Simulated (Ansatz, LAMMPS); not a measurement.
# Glassy 97GeO2-3Na2O (mol %) (93 atoms) under strain, part 3 of 4

Aim: relax glassy 97GeO2-3Na2O (mol %) (93 atoms), then change its volume and shape to read moduli from the stress.

Ansatz 0.2.0; Kohn-Sham DFT, PBE, PAW (set soft_2), plane waves.

The cell: 30 Ge, 2 Na and 61 O. The quench rate of 60 K/ps is orders of magnitude faster than experiment. The network of bonds at the start is that of the classical potential that made the cell. Only the Γ point is sampled.

So far. Step 2 (Single point at the start): The r.m.s. force at the start is 1.2 eV/Å. Step 3 (Cell and atoms relaxed): The relaxation converged after 23 steps, with a largest force component of 0.032 eV/Å.

## 5. Volume -3 %

The relaxed cell is scaled evenly and the atoms are relaxed again; the stress at the end gives one point of P(V).

Input file input.yaml:

```yaml
crystal:
  lattice:
    - [10.54514, -0.22179, 0.40556]
    - [-0.22179, 11.12298, -0.17866]
    - [0.40556, -0.17866, 11.24362]
  atoms:
    [... the 93 atom lines of step 4 ...]
kpoints:
  mp_grid: { grid: [1, 1, 1] }
hamiltonian:
  xc: pbe
scf:
  occupations: { method: fermi_dirac, width: 0.05 }
output:
  forces: true
  eigenvalues: true
  stress: true
relax:
  f_tol: 0.05
  max_steps: 70
```

Command:

```console
$ ansatz run input.yaml --threads 4 --pin off --max-ram 8192MiB --backend cpu --events-out ev --progress --plain --runs-dir out
```

Numbers of over 12 decimals in the logs are rounded to 6 here.

What it wrote:

```text
Warning: output.stress: scf.convergence.dr2_threshold = 1e-7 eV (the SCF's general default) is looser than the 9.3e-9 eV advised for a printed stress (1e-10 eV for each atom of the cell: 93). What an SCF threshold leaves in a stress goes as its square root, and in the free energy as the threshold itself, and one threshold admits the most on a small cell: [...]
[...]
Crystal: 93 atoms, lattice volume = 1316.115 Å³
Basis set: ecut = 420 eV, 25735 PW (Γ), exchange–correlation on 144×150×160 points (8 copies of the dense FFT grid, shifted against one another)
Bands: 495, of which v1, the nominal top of the filled ones, is band 402 counted from 1 (401 counted from 0)
Symmetry: 1 space group operations
[...]
k-points: 1
[...]
SCF iter   1: F=—  HF=-166426.434208 eV  |F-HF|=—  |Δ(HF+E_count)|=         —  Δρ=2.34e-3  dr2=8.07e-2  ethr=1.77e-3  ⟨swp⟩=6.0  Hψ=1950  notcnv=0  defer=36
[...]
SCF iter   5: F=—  HF=-166426.435987 eV  |F-HF|=—  |Δ(HF+E_count)|=   6.44e-5  Δρ=9.58e-5  dr2=1.07e-4  ethr=4.10e-8  ⟨swp⟩=2.0  Hψ=638  notcnv=0  defer=82
SCF iter   6: F=-166426.435993 eV  HF=-166426.435990 eV  |F-HF|=2.36e-6  |Δ(HF+E_count)|=   2.92e-6  Δρ=2.45e-5  dr2=7.11e-6  ethr=7.77e-9  ⟨swp⟩=8.0  Hψ=2157  notcnv=0
SCF 1 converged in 6 iterations: F = -166426.435993 eV  dr2 = 7.11e-6
[...]
relax step   1: F+E_penalty+E_count = -166426.43599252 eV  Δ(F+E_penalty+E_count) = +0.000e0 eV  max|allowed force component| = 4.233e-1 eV/Å  Δτ_max = 0.0000 Å  (6 SCF iters, dr2 threshold 6.25e-5 eV, accepted)
[...]
relax step   2: F+E_penalty+E_count = -166426.66368107 eV  Δ(F+E_penalty+E_count) = -2.277e-1 eV  max|allowed force component| = 2.600e-1 eV/Å  Δτ_max = 0.0470 Å  (6 SCF iters, dr2 threshold 1.12e-5 eV, accepted)
[...]
relax step   3: F+E_penalty+E_count = -166426.77212514 eV  Δ(F+E_penalty+E_count) = -1.084e-1 eV  max|allowed force component| = 7.651e-2 eV/Å  Δτ_max = 0.0420 Å  (7 SCF iters, dr2 threshold 4.22e-6 eV, accepted)
relax step   4: F+E_penalty+E_count = -166426.74002036 eV  Δ(F+E_penalty+E_count) = +3.210e-2 eV  max|allowed force component| = 2.547e-1 eV/Å  Δτ_max = 0.2000 Å  (10 SCF iters, rejected (line search))
[...]
relax step   5: F+E_penalty+E_count = -166426.79227629 eV  Δ(F+E_penalty+E_count) = -2.015e-2 eV  max|allowed force component| = 3.376e-2 eV/Å  Δτ_max = 0.0676 Å  (9 SCF iters, accepted)
SCF converged after 9 iterations
Free energy (F): -166426.792276 eV
[...]
Internal energy: -166426.792276 eV  (E = F + TS)
E sigma→0 (E₀):  -166426.792276 eV
Fermi energy:    5.282114 eV
[...]
Σ components = -166426.792276   (vs F -166426.792276, Δ=0.00e0)
--- Forces (eV/Å), atoms counted from 1 ---
  atom   1  Ge     0.01143561     0.00388001     0.00749516
  atom   2  Ge     0.00665980     0.01555817    -0.01204365
  atom   3  Ge     0.00729120    -0.01103144     0.01593742
  atom   4  Ge     0.00532523     0.00523023    -0.00152218
[...]
atom  93  O      0.00690666    -0.00304429     0.01371714
  max |Σ_I F_I| component: 1.36e-4 eV/Å
--- Stress (GPa, compression-positive) ---
        1.370952       0.060346      -0.122371
        0.060346       1.662867      -0.058527
       -0.122371      -0.058527       1.470278
  P = ⅓ Tr σ = 1.5014 GPa (15.014 kbar)
--- Band table (eV) ---
[...]
--- Relaxed structure (5 steps of the walk, 4 accepted, 0 SCFs on fresh bases) ---
  F+E_penalty+E_count = -166426.79227629 eV   max|allowed force component| = 3.376e-2 eV/Å
  atoms:
    - { symbol: Ge, position: [0.542667, 0.803140, 0.089710] }
    - { symbol: Ge, position: [0.783127, 0.567574, 0.622087] }
    - { symbol: Ge, position: [0.092689, 0.757147, 0.169028] }
    - { symbol: Ge, position: [0.709521, 0.858526, 0.674708] }
[...]
- { symbol: O, position: [0.273659, 0.867963, 0.655095] }
```

Elapsed: 1.8 min, on 4 threads of Arm Neoverse V2, shared host; peak memory 2 GiB.

The program notes that the SCF threshold is loose for the stress.

The relaxation converged after 5 steps, 0.356 eV below its start, with a largest force component of 0.034 eV/Å.

Volume -3 %: the energy stands 0.178 eV above that of the reference, at a pressure of 1.50 GPa.

## 6. Volume +3 %

The relaxed cell is scaled to another volume.

Input and log are left out; they have the form of those shown for this kind of step.

Run time: 2.8 min. Hardware: 4 threads of Arm Neoverse V2, shared host; peak memory 2.1 GiB; 11 min of CPU time.

The relaxation converged after 7 steps, 0.320 eV below its start, with a largest force component of 0.027 eV/Å.

Volume +3 %: the energy stands 0.152 eV above that of the reference, at a pressure of -1.31 GPa.

## 7. Volume -6 %

The relaxed cell is scaled to another volume.

input.yaml, the sections that differ from step 5:

```yaml
crystal:
  lattice:
    - [10.43529, -0.21948, 0.40134]
    - [-0.21948, 11.00711, -0.1768]
    - [0.40134, -0.1768, 11.12649]
  atoms:
    [... the 93 atom lines of step 4 ...]
# kpoints, hamiltonian, scf, output, relax: as in step 5
```

What it wrote:

```text
[...]
Crystal: 93 atoms, lattice volume = 1275.411 Å³
Basis set: ecut = 420 eV, 24969 PW (Γ), exchange–correlation on 144×150×150 points (8 copies of the dense FFT grid, shifted against one another)
Bands: 495, of which v1, the nominal top of the filled ones, is band 402 counted from 1 (401 counted from 0)
Symmetry: 1 space group operations
[...]
k-points: 1
[...]
SCF iter   1: F=—  HF=-166424.675038 eV  |F-HF|=—  |Δ(HF+E_count)|=         —  Δρ=2.33e-3  dr2=7.82e-2  ethr=1.77e-3  ⟨swp⟩=6.0  Hψ=1952  notcnv=0  defer=38
[...]
SCF iter   5: F=—  HF=-166424.676701 eV  |F-HF|=—  |Δ(HF+E_count)|=   6.26e-5  Δρ=9.10e-5  dr2=9.28e-5  ethr=3.76e-8  ⟨swp⟩=2.0  Hψ=649  notcnv=0  defer=82
SCF iter   6: F=-166424.676708 eV  HF=-166424.676705 eV  |F-HF|=2.63e-6  |Δ(HF+E_count)|=   4.19e-6  Δρ=2.30e-5  dr2=6.03e-6  ethr=7.77e-9  ⟨swp⟩=10.0  Hψ=2020  notcnv=0
SCF 1 converged in 6 iterations: F = -166424.676708 eV  dr2 = 6.03e-6
[...]
relax step   1: F+E_penalty+E_count = -166424.67670751 eV  Δ(F+E_penalty+E_count) = +0.000e0 eV  max|allowed force component| = 9.119e-1 eV/Å  Δτ_max = 0.0000 Å  (6 SCF iters, dr2 threshold 6.25e-5 eV, accepted)
[...]
relax step   2: F+E_penalty+E_count = -166425.63911842 eV  Δ(F+E_penalty+E_count) = -9.624e-1 eV  max|allowed force component| = 5.543e-1 eV/Å  Δτ_max = 0.0902 Å  (7 SCF iters, dr2 threshold 5.20e-5 eV, accepted)
[...]
relax step   3: F+E_penalty+E_count = -166426.11408189 eV  Δ(F+E_penalty+E_count) = -4.750e-1 eV  max|allowed force component| = 1.890e-1 eV/Å  Δτ_max = 0.0851 Å  (7 SCF iters, dr2 threshold 1.92e-5 eV, accepted)
relax step   4: F+E_penalty+E_count = -166426.18355160 eV  Δ(F+E_penalty+E_count) = -6.947e-2 eV  max|allowed force component| = 2.709e-1 eV/Å  Δτ_max = 0.2000 Å  (8 SCF iters, dr2 threshold 4.16e-6 eV, accepted)
relax step   5: F+E_penalty+E_count = -166426.21562638 eV  Δ(F+E_penalty+E_count) = -3.207e-2 eV  max|allowed force component| = 7.945e-2 eV/Å  Δτ_max = 0.0867 Å  (6 SCF iters, dr2 threshold 8.54e-6 eV, accepted)
relax step   6: F+E_penalty+E_count = -166426.22336198 eV  Δ(F+E_penalty+E_count) = -7.736e-3 eV  max|allowed force component| = 5.330e-2 eV/Å  Δτ_max = 0.0238 Å  (8 SCF iters, accepted)
[...]
relax step   7: F+E_penalty+E_count = -166426.23074540 eV  Δ(F+E_penalty+E_count) = -7.383e-3 eV  max|allowed force component| = 4.473e-2 eV/Å  Δτ_max = 0.0578 Å  (9 SCF iters, accepted)
SCF converged after 9 iterations
Free energy (F): -166426.230745 eV
[...]
Internal energy: -166426.230745 eV  (E = F + TS)
E sigma→0 (E₀):  -166426.230745 eV
Fermi energy:    5.664734 eV
[...]
Σ components = -166426.230745   (vs F -166426.230745, Δ=0.00e0)
--- Forces (eV/Å), atoms counted from 1 ---
  atom   1  Ge    -0.02951707    -0.00306982     0.00553876
  atom   2  Ge    -0.00591989    -0.01047593     0.01542221
  atom   3  Ge    -0.01542387     0.01706962     0.01546029
  atom   4  Ge    -0.00222187     0.02014204    -0.00412308
[...]
atom  93  O      0.01386817    -0.02797908     0.00144270
  max |Σ_I F_I| component: 1.06e-4 eV/Å
--- Stress (GPa, compression-positive) ---
        2.804323       0.134560      -0.302474
        0.134560       3.433841      -0.127437
       -0.302474      -0.127437       3.004004
  P = ⅓ Tr σ = 3.0807 GPa (30.807 kbar)
--- Band table (eV) ---
[...]
--- Relaxed structure (7 steps of the walk, 7 accepted, 0 SCFs on fresh bases) ---
  F+E_penalty+E_count = -166426.23074540 eV   max|allowed force component| = 4.473e-2 eV/Å
  atoms:
    - { symbol: Ge, position: [0.542189, 0.804965, 0.090827] }
    - { symbol: Ge, position: [0.783994, 0.568051, 0.620922] }
    - { symbol: Ge, position: [0.091816, 0.757599, 0.166918] }
    - { symbol: Ge, position: [0.713526, 0.856812, 0.675107] }
[...]
- { symbol: O, position: [0.272637, 0.866211, 0.658693] }
```

Run time: 2.5 min. Hardware: 4 threads; peak memory 1.9 GiB; 9.9 min of CPU time.

The relaxation converged after 7 steps, 1.55 eV below its start, with a largest force component of 0.045 eV/Å.

Volume -6 %: the energy stands 0.740 eV above that of the reference, at a pressure of 3.08 GPa.

## 8. Volume +6 %

The relaxed cell is scaled to another volume.

input.yaml, the sections that differ from step 7:

```yaml
crystal:
  lattice:
    - [10.86168, -0.22844, 0.41774]
    - [-0.22844, 11.45687, -0.18402]
    - [0.41774, -0.18402, 11.58113]
  atoms:
    [... the 93 atom lines of step 4 ...]
# kpoints, hamiltonian, scf, output, relax: as in step 7
```

What it wrote:

```text
[...]
Crystal: 93 atoms, lattice volume = 1438.229 Å³
Basis set: ecut = 420 eV, 28095 PW (Γ), exchange–correlation on 150×160×160 points (8 copies of the dense FFT grid, shifted against one another)
Bands: 495, of which v1, the nominal top of the filled ones, is band 402 counted from 1 (401 counted from 0)
Symmetry: 1 space group operations
[...]
k-points: 1
[...]
SCF iter   1: F=—  HF=-166425.193329 eV  |F-HF|=—  |Δ(HF+E_count)|=         —  Δρ=2.57e-3  dr2=1.03e-1  ethr=1.77e-3  ⟨swp⟩=6.0  Hψ=1782  notcnv=0  defer=40
[...]
SCF iter   5: F=—  HF=-166425.160743 eV  |F-HF|=—  |Δ(HF+E_count)|=   1.62e-5  Δρ=1.07e-4  dr2=1.77e-4  ethr=6.83e-8  ⟨swp⟩=2.0  Hψ=808  notcnv=0  defer=82
SCF iter   6: F=-166425.160751 eV  HF=-166425.160762 eV  |F-HF|=1.18e-5  |Δ(HF+E_count)|=   1.99e-5  Δρ=5.35e-5  dr2=4.29e-5  ethr=7.77e-9  ⟨swp⟩=8.0  Hψ=2201  notcnv=0
SCF 1 converged in 6 iterations: F = -166425.160751 eV  dr2 = 4.29e-5
[...]
relax step   1: F+E_penalty+E_count = -166425.16075066 eV  Δ(F+E_penalty+E_count) = +0.000e0 eV  max|allowed force component| = 7.153e-1 eV/Å  Δτ_max = 0.0000 Å  (6 SCF iters, dr2 threshold 6.25e-5 eV, accepted)
[...]
relax step   2: F+E_penalty+E_count = -166425.89910329 eV  Δ(F+E_penalty+E_count) = -7.384e-1 eV  max|allowed force component| = 4.445e-1 eV/Å  Δτ_max = 0.0965 Å  (7 SCF iters, dr2 threshold 3.20e-5 eV, accepted)
[...]
relax step   3: F+E_penalty+E_count = -166426.24416064 eV  Δ(F+E_penalty+E_count) = -3.451e-1 eV  max|allowed force component| = 1.375e-1 eV/Å  Δτ_max = 0.0729 Å  (7 SCF iters, dr2 threshold 1.24e-5 eV, accepted)
relax step   4: F+E_penalty+E_count = -166426.27625180 eV  Δ(F+E_penalty+E_count) = -3.209e-2 eV  max|allowed force component| = 2.380e-1 eV/Å  Δτ_max = 0.2000 Å  (10 SCF iters, accepted)
relax step   5: F+E_penalty+E_count = -166426.31287128 eV  Δ(F+E_penalty+E_count) = -3.662e-2 eV  max|allowed force component| = 8.250e-2 eV/Å  Δτ_max = 0.0933 Å  (7 SCF iters, dr2 threshold 5.42e-6 eV, accepted)
relax step   6: F+E_penalty+E_count = -166426.32146818 eV  Δ(F+E_penalty+E_count) = -8.597e-3 eV  max|allowed force component| = 1.010e-1 eV/Å  Δτ_max = 0.2000 Å  (9 SCF iters, accepted)
[...]
relax step   7: F+E_penalty+E_count = -166426.32768264 eV  Δ(F+E_penalty+E_count) = -6.214e-3 eV  max|allowed force component| = 2.415e-2 eV/Å  Δτ_max = 0.0456 Å  (8 SCF iters, accepted)
SCF converged after 8 iterations
Free energy (F): -166426.327683 eV
[...]
Internal energy: -166426.327683 eV  (E = F + TS)
E sigma→0 (E₀):  -166426.327683 eV
Entropy (-TS):   -0.000000 eV (-0.000 meV/atom)
Fermi energy:    4.221008 eV
[...]
Σ components = -166426.327683   (vs F -166426.327683, Δ=0.00e0)
--- Forces (eV/Å), atoms counted from 1 ---
  atom   1  Ge     0.00610262     0.00385800     0.00066514
  atom   2  Ge    -0.00964186    -0.01499087     0.00615715
  atom   3  Ge     0.01469544    -0.00904940     0.00400420
  atom   4  Ge     0.00752191     0.00595916     0.00780725
[...]
atom  93  O     -0.01394882     0.01386447     0.00120402
  max |Σ_I F_I| component: 1.45e-4 eV/Å
--- Stress (GPa, compression-positive) ---
       -2.480772      -0.173642       0.192997
       -0.173642      -2.913082       0.053279
        0.192997       0.053279      -2.369740
  P = ⅓ Tr σ = -2.5879 GPa (-25.879 kbar)
--- Band table (eV) ---
[...]
--- Relaxed structure (7 steps of the walk, 7 accepted, 0 SCFs on fresh bases) ---
  F+E_penalty+E_count = -166426.32768264 eV   max|allowed force component| = 2.415e-2 eV/Å
  atoms:
    - { symbol: Ge, position: [0.539867, 0.797209, 0.086621] }
    - { symbol: Ge, position: [0.780074, 0.566272, 0.622801] }
    - { symbol: Ge, position: [0.094327, 0.757612, 0.173388] }
    - { symbol: Ge, position: [0.701132, 0.858277, 0.674375] }
[...]
- { symbol: O, position: [0.277602, 0.874419, 0.644386] }
```

Run time: 3 min. Hardware: 4 threads; peak memory 2.2 GiB; 12 min of CPU time.

The relaxation converged after 7 steps, 1.17 eV below its start, with a largest force component of 0.024 eV/Å.

Volume +6 %: the energy stands 0.643 eV above that of the reference, at a pressure of -2.59 GPa.

## 9. Volume -10 %

The relaxed cell is scaled to another volume.

Input and log are left out; they have the form of those shown for this kind of step.

The job ended after 3 min (4 threads of Arm Neoverse V2, shared host; peak memory 1.9 GiB).

The relaxation converged after 8 steps, 4.76 eV below its start, with a largest force component of 0.042 eV/Å.

Volume -10 %: the energy stands 2.19 eV above that of the reference, at a pressure of 5.55 GPa.

## 10. Stretched by 1 % along x

The relaxed cell is strained along x alone, which gives the stiffness along x and its coupling to y and z.

input.yaml, the sections that differ from step 8:

```yaml
crystal:
  lattice:
    - [10.75928, -0.22405, 0.4097]
    - [-0.22629, 11.23649, -0.18048]
    - [0.4138, -0.18048, 11.35836]
  atoms:
    [... the 93 atom lines of step 4 ...]
# kpoints, hamiltonian, scf, output, relax: as in step 8
```

What it wrote:

```text
[...]
Crystal: 93 atoms, lattice volume = 1370.389 Å³
Basis set: ecut = 420 eV, 26741 PW (Γ), exchange–correlation on 144×160×160 points (8 copies of the dense FFT grid, shifted against one another)
Bands: 495, of which v1, the nominal top of the filled ones, is band 402 counted from 1 (401 counted from 0)
Symmetry: 1 space group operations
[...]
k-points: 1
[...]
SCF iter   1: F=—  HF=-166426.872886 eV  |F-HF|=—  |Δ(HF+E_count)|=         —  Δρ=2.40e-3  dr2=8.92e-2  ethr=1.77e-3  ⟨swp⟩=6.0  Hψ=1938  notcnv=0  defer=43
[...]
SCF iter   5: F=—  HF=-166426.873632 eV  |F-HF|=—  |Δ(HF+E_count)|=   6.01e-5  Δρ=1.01e-4  dr2=1.27e-4  ethr=4.89e-8  ⟨swp⟩=2.0  Hψ=634  notcnv=0  defer=82
SCF iter   6: F=-166426.873638 eV  HF=-166426.873636 eV  |F-HF|=2.09e-6  |Δ(HF+E_count)|=   3.69e-6  Δρ=2.72e-5  dr2=9.18e-6  ethr=7.77e-9  ⟨swp⟩=8.0  Hψ=2252  notcnv=0
SCF 1 converged in 6 iterations: F = -166426.873638 eV  dr2 = 9.18e-6
[...]
relax step   1: F+E_penalty+E_count = -166426.87363778 eV  Δ(F+E_penalty+E_count) = +0.000e0 eV  max|allowed force component| = 3.536e-1 eV/Å  Δτ_max = 0.0000 Å  (6 SCF iters, dr2 threshold 6.25e-5 eV, accepted)
[...]
relax step   2: F+E_penalty+E_count = -166426.91941241 eV  Δ(F+E_penalty+E_count) = -4.577e-2 eV  max|allowed force component| = 1.751e-1 eV/Å  Δτ_max = 0.0245 Å  (6 SCF iters, dr2 threshold 7.81e-6 eV, accepted)
[...]
relax step   3: F+E_penalty+E_count = -166426.93907553 eV  Δ(F+E_penalty+E_count) = -1.966e-2 eV  max|allowed force component| = 4.055e-2 eV/Å  Δτ_max = 0.0181 Å  (9 SCF iters, accepted)
SCF converged after 9 iterations
Free energy (F): -166426.939076 eV
[...]
Internal energy: -166426.939076 eV  (E = F + TS)
E sigma→0 (E₀):  -166426.939076 eV
Fermi energy:    4.788898 eV
[...]
Σ components = -166426.939076   (vs F -166426.939076, Δ=0.00e0)
--- Forces (eV/Å), atoms counted from 1 ---
  atom   1  Ge     0.02890393    -0.00602628     0.00771158
  atom   2  Ge     0.00075165    -0.00308863     0.00760811
  atom   3  Ge    -0.01199788    -0.02574427     0.01597272
  atom   4  Ge    -0.02768702    -0.03708372    -0.00584073
[...]
atom  93  O      0.01103121     0.01126753    -0.03033519
  max |Σ_I F_I| component: 1.69e-5 eV/Å
--- Stress (GPa, compression-positive) ---
       -0.843863      -0.017946       0.015077
       -0.017945      -0.389132      -0.004058
        0.015077      -0.004058      -0.269758
  P = ⅓ Tr σ = -0.5009 GPa (-5.009 kbar)
--- Band table (eV) ---
[...]
--- Relaxed structure (3 steps of the walk, 3 accepted, 0 SCFs on fresh bases) ---
  F+E_penalty+E_count = -166426.93907553 eV   max|allowed force component| = 4.055e-2 eV/Å
  atoms:
    - { symbol: Ge, position: [0.540811, 0.800701, 0.088957] }
    - { symbol: Ge, position: [0.780460, 0.566973, 0.622059] }
    - { symbol: Ge, position: [0.095061, 0.757130, 0.171142] }
    - { symbol: Ge, position: [0.705125, 0.858968, 0.674486] }
[...]
- { symbol: O, position: [0.275560, 0.869367, 0.652409] }
```

Run time: 73 s. Hardware: 4 threads; peak memory 2.1 GiB.

The relaxation converged after 3 steps, 0.0654 eV below its start, with a largest force component of 0.041 eV/Å.

Stretched by 1 % along x: the energy stands 0.0312 eV above that of the reference, at a pressure of -0.501 GPa.

(Part 3 of 4 ends here.)

[Logs are printed without paths, hosts, clocks, repeated set-up lines and the standing remarks that a program may print on its own settings, such as how far it seeks lower states.]

[Hosts, paths, dates, database ids (printed as entryN), source tags and the programs' standing remarks are cut or masked in the printed files.]
